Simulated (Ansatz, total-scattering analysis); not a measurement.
# hydrogen peroxide: run and scatter

Aim: the structure of hydrogen peroxide at 310 K, and the X-ray and neutron patterns it would give.

Method: ab initio molecular dynamics with Ansatz (LDA, plane waves, PAW default files, Langevin thermostat, no spin, fixed volume, H with the mass of D). Composition: 22 H2O2; O 50.0, H 50.0 atom %; 88 atoms. The average runs over 0.93 ps of 88 atoms, so shells between rare elements are rough. Mean temperature 318 K, largest m.s.d. 1.03 Å², energy drift -7 meV an atom (last third less first, no steady trend), Langevin friction 10 ps⁻¹; the first quarter of the run is discarded. Start: last frame of a classical run of this cell at the same density and temperature. So short a stretch relaxes bonds and nearest shells but still remembers its start.

## The run

The step of 1 fs has to resolve the fastest vibration, that of H (given the mass of D, which leaves classical structure unchanged and allows a longer step). The volume is fixed, since the run is too short for a cell to find its own; the mean pressure then hints how far the functional is from its own density, with errors up to a few GPa from cell size, k-points and loose SCF steps (the program warns of the last). One k-point, Γ, is the usual economy for a cell of this size. Smeared occupations keep the forces smooth should levels come near the Fermi energy. A Langevin thermostat samples the right structure once equilibrated, but its friction lowers diffusion.

Contents of input.yaml:

```yaml
crystal:
  lattice:
    - [9.5204, 0.0, 0.0]
    - [0.0, 9.5204, 0.0]
    - [0.0, 0.0, 9.5204]
  atoms:
    - { symbol: O, position: [0.1743, 0.8998, 0.2241] }
    - { symbol: O, position: [0.0258, 0.9298, 0.2124] }
    - { symbol: H, position: [0.1893, 0.8624, 0.1264] }
    - { symbol: H, position: [0.9958, 0.8377, 0.2136] }
[... 82 atom lines left out ...]
    - { symbol: H, position: [0.2767, 0.8959, 0.6833] }
    - { symbol: H, position: [0.4223, 0.7526, 0.6421] }
kpoints:
  mp_grid: { grid: [1, 1, 1] }
scf:
  occupations: { method: fermi_dirac, width: 0.0267 }
hamiltonian:
  xc: lda
  pseudopotentials: { kind: paw }
output:
  forces: true
  stress: true
md:
  timestep: 1.0
  n_steps: 1233
  ensemble: nvt_langevin
  temperature: 310.0
  initial_velocities: maxwell_boltzmann
  seed: 7
  masses: [{ species: H, mass: 2.014 }]
```

```console
$ ansatz run input.yaml --threads 4 --pin off --max-ram 10240MiB --backend cpu --events-out ev --progress --plain --runs-dir out
```

```text
Warning: md: disabling space-group detection — thermal motion breaks the input geometry's symmetry, so no spatial operation reduces the k-mesh or symmetrises the density; time reversal is kept, so that k and −k are [...]
Warning: output.stress: scf.convergence.dr2_threshold = 8.8e-8 eV (the default of an md: trajectory) is looser than the 8.8e-9 eV advised for a printed stress (1e-10 eV for each atom of the cell: 88). What an SCF [...]
Warning: RAYON_NUM_THREADS=4 ignored (pool sized by the plan → 4); use --threads N
Engine: ansatz 0.2.0, aarch64-unknown-linux-gnu
Pseudopotential: O, paw, valence charge 6, recommended cutoff 420 eV (normal), O.paw.azcp
Pseudopotential: H, paw, valence charge 1, recommended cutoff 420 eV (normal), H.paw.azcp
Functional definition: SPW92
Crystal: 88 atoms, lattice volume = 862.910 Å³
Basis set: ecut = 420 eV, 16879 PW (Γ)
Bands: 242, of which v1, the nominal top of the filled ones, is band 154 counted from 1 (153 counted from 0)
k-points: 1
[... other set-up lines, SCF lines and steps between those shown are left out ...]
md step     0: t =     0.00 fs  T =   306.5 K  F+E_penalty+E_count = -25040.12443087 eV  E_kin = 3.486142 eV  P_inst = -0.4569 GPa  (11 SCF iters)
md step     1: t =     1.00 fs  T =   311.2 K  F+E_penalty+E_count = -25040.14271069 eV  E_kin = 3.539825 eV  P_inst = -0.8035 GPa  (9 SCF iters)
md step    49: t =    49.00 fs  T =   437.5 K  F+E_penalty+E_count = -25042.98806675 eV  E_kin = 4.976968 eV  P_inst = -2.7256 GPa  (8 SCF iters)
md step    98: t =    98.00 fs  T =   436.2 K  F+E_penalty+E_count = -25044.75778759 eV  E_kin = 4.961817 eV  P_inst = 0.1704 GPa  (7 SCF iters)
md step   147: t =   147.00 fs  T =   338.7 K  F+E_penalty+E_count = -25045.26241728 eV  E_kin = 3.853184 eV  P_inst = -1.8238 GPa  (7 SCF iters)
md step   196: t =   196.00 fs  T =   367.2 K  F+E_penalty+E_count = -25046.17369374 eV  E_kin = 4.176868 eV  P_inst = 0.0361 GPa  (7 SCF iters)
md step   245: t =   245.00 fs  T =   331.6 K  F+E_penalty+E_count = -25045.94667829 eV  E_kin = 3.771404 eV  P_inst = -2.1770 GPa  (8 SCF iters)
md step   294: t =   294.00 fs  T =   323.1 K  F+E_penalty+E_count = -25046.52882425 eV  E_kin = 3.674670 eV  P_inst = -1.1521 GPa  (8 SCF iters)
md step   343: t =   343.00 fs  T =   294.7 K  F+E_penalty+E_count = -25047.08336141 eV  E_kin = 3.351843 eV  P_inst = -1.4916 GPa  (7 SCF iters)
md step   392: t =   392.00 fs  T =   319.2 K  F+E_penalty+E_count = -25047.27165186 eV  E_kin = 3.630652 eV  P_inst = -1.0961 GPa  (8 SCF iters)
md step   441: t =   441.00 fs  T =   368.3 K  F+E_penalty+E_count = -25047.04243266 eV  E_kin = 4.189420 eV  P_inst = -1.4997 GPa  (8 SCF iters)
md step   490: t =   490.00 fs  T =   259.5 K  F+E_penalty+E_count = -25046.48411005 eV  E_kin = 2.952244 eV  P_inst = -0.6785 GPa  (9 SCF iters)
md step   539: t =   539.00 fs  T =   295.8 K  F+E_penalty+E_count = -25046.69248041 eV  E_kin = 3.364617 eV  P_inst = -1.7423 GPa  (8 SCF iters)
md step   588: t =   588.00 fs  T =   333.6 K  F+E_penalty+E_count = -25047.04817108 eV  E_kin = 3.794382 eV  P_inst = -1.1809 GPa  (7 SCF iters)
md step   637: t =   637.00 fs  T =   321.5 K  F+E_penalty+E_count = -25046.85524382 eV  E_kin = 3.657135 eV  P_inst = -1.0345 GPa  (7 SCF iters)
md step   686: t =   686.00 fs  T =   298.2 K  F+E_penalty+E_count = -25046.61619879 eV  E_kin = 3.391650 eV  P_inst = -1.4960 GPa  (8 SCF iters)
md step   735: t =   735.00 fs  T =   361.9 K  F+E_penalty+E_count = -25047.07639551 eV  E_kin = 4.116261 eV  P_inst = -1.0523 GPa  (7 SCF iters)
md step   784: t =   784.00 fs  T =   339.0 K  F+E_penalty+E_count = -25046.80952453 eV  E_kin = 3.855798 eV  P_inst = -0.6375 GPa  (7 SCF iters)
md step   833: t =   833.00 fs  T =   340.8 K  F+E_penalty+E_count = -25046.36826435 eV  E_kin = 3.876024 eV  P_inst = -1.3564 GPa  (7 SCF iters)
md step   882: t =   882.00 fs  T =   320.9 K  F+E_penalty+E_count = -25047.21840099 eV  E_kin = 3.650350 eV  P_inst = -0.2734 GPa  (7 SCF iters)
md step   931: t =   931.00 fs  T =   311.5 K  F+E_penalty+E_count = -25047.24961132 eV  E_kin = 3.543454 eV  P_inst = -1.5815 GPa  (7 SCF iters)
md step   980: t =   980.00 fs  T =   344.5 K  F+E_penalty+E_count = -25047.67730635 eV  E_kin = 3.918138 eV  P_inst = -0.6710 GPa  (9 SCF iters)
md step  1029: t =  1029.00 fs  T =   312.9 K  F+E_penalty+E_count = -25047.47753565 eV  E_kin = 3.559396 eV  P_inst = -0.5490 GPa  (7 SCF iters)
md step  1078: t =  1078.00 fs  T =   302.1 K  F+E_penalty+E_count = -25047.41923192 eV  E_kin = 3.435954 eV  P_inst = 0.1340 GPa  (7 SCF iters)
md step  1127: t =  1127.00 fs  T =   287.0 K  F+E_penalty+E_count = -25047.88229889 eV  E_kin = 3.264614 eV  P_inst = -1.0244 GPa  (8 SCF iters)
md step  1176: t =  1176.00 fs  T =   274.3 K  F+E_penalty+E_count = -25047.80426807 eV  E_kin = 3.119713 eV  P_inst = 0.4804 GPa  (7 SCF iters)
md step  1225: t =  1225.00 fs  T =   308.6 K  F+E_penalty+E_count = -25047.72565512 eV  E_kin = 3.509755 eV  P_inst = -0.9857 GPa  (7 SCF iters)
[... last step's energies and forces left out ...]
--- MD trajectory: 1233 steps, t = 0.0 → 1233.0 fs ---
  final state: T = 315.8 K   F+E_penalty+E_count = -25047.59907223 eV   E_kin = 3.592712 eV
```

It took 51 min on 4 threads of Arm Neoverse V2, with other jobs on the host, peak memory 0.88 GiB.

## Analysis

S(Q) is the Faber–Ziman total, Σ ci cj fi fj (Sij − 1)/⟨f⟩² + 1. Below 4 Å⁻¹ the partials are summed on the cell's own reciprocal vectors (from 0.66 Å⁻¹) and folded with a Gaussian of σ = 0.14 Å⁻¹; above it they are transforms of g(r) out to 6.5 Å, tapered over the last 40 %. The fold lowers sharp peaks, and with so few vectors their positions are good to about 0.1 Å⁻¹. X-rays take neutral-atom form factors, neutrons coherent lengths (O 5.8037, H 6.6681 fm). Hydrogen is taken as deuterium. G(r) = 4πrρ₀[g(r) − 1] carries the resolution of a Lorch-windowed transform up to 20 Å⁻¹. The patterns are simulated, not measured. LDA overbinds hydrogen bonds, so O–O contacts come out short and the liquid too structured. The cell is small: beyond half the box only the part of each shell inside it is counted, and low-Q values rest on few vectors. It is averaged over 133 frames.

```csv
T (K),state,density (g/cm³),first clear X-ray maximum (Å⁻¹),its height (X-ray),first clear neutron maximum (Å⁻¹),its height (neutron),held,"D over the elements, rough (10⁻⁹ m²/s)"
310,liquid,1.440,2.01,1.57,1.89,1.29,"volume, -1.0 GPa mean",-
```

neutron S(Q):

```tsv
Q (Å⁻¹)	310 K
0.8	0.35
1.1	0.46
1.4	0.97
1.7	1.28
2.0	1.28
2.3	1.10
2.6	1.05
2.9	0.85
3.2	0.81
3.5	0.87
3.8	0.88
4.1	0.90
4.4	0.88
4.7	0.85
5.0	0.85
5.3	0.89
5.6	0.95
5.9	1.00
6.2	1.01
6.5	1.01
6.8	1.02
7.1	1.06
7.4	1.10
7.7	1.11
8.0	1.11
8.3	1.10
8.6	1.08
8.9	1.03
```

At 310 K the maxima of S(Q), Q in Å⁻¹ (height), are X-ray: 2.01 (1.57), 5.44 (1.29), 10.20 (1.18), 14.36 (1.07); neutron: 1.89 (1.29), 7.77 (1.11), 13.84 (1.10). Its shells:

| pair | first peak (Å) | g there | first minimum (Å) | g there | neighbours | kind | X-ray weight (f = Z) | neutron weight |
| --- | --- | --- | --- | --- | --- | --- | --- | --- |
| O–H | 1.01 | 14.5 | 1.26 | 0.09 | 1.0 H per O, 1.0 O per H | within molecules | 0.20 | 0.50 |
| O–O | 1.43 | 7.7 | 1.82 | 0.00 | 1.0 | within molecules | 0.79 | 0.22 |
| H–H | 2.36 | 1.9 | 2.84 | 0.86 | 4.4 | 31 % within molecules at the peak | 0.01 | 0.29 |

The tapered transform alone would put 1.33 at the neutron maximum of 1.89 Å⁻¹, where the reciprocal vectors give 1.29; the two routes agree.

**Reading.** Distances within molecules give the sharpest pair functions, and with hydrogen they rule the neutron S(Q) at high Q: O–H 1.01 Å and O–O 1.43 Å (first peaks only). On the last frame 100 % of the H on O, N or F point at an acceptor of another molecule or at an anion within hydrogen-bond range (2.35 Å to O, N, F; 2.85 Å to Cl, Br, I).

[Logs are printed without paths, hosts, clocks, repeated set-up lines and the standing remarks that a program may print on its own settings, such as how far it seeks lower states.]
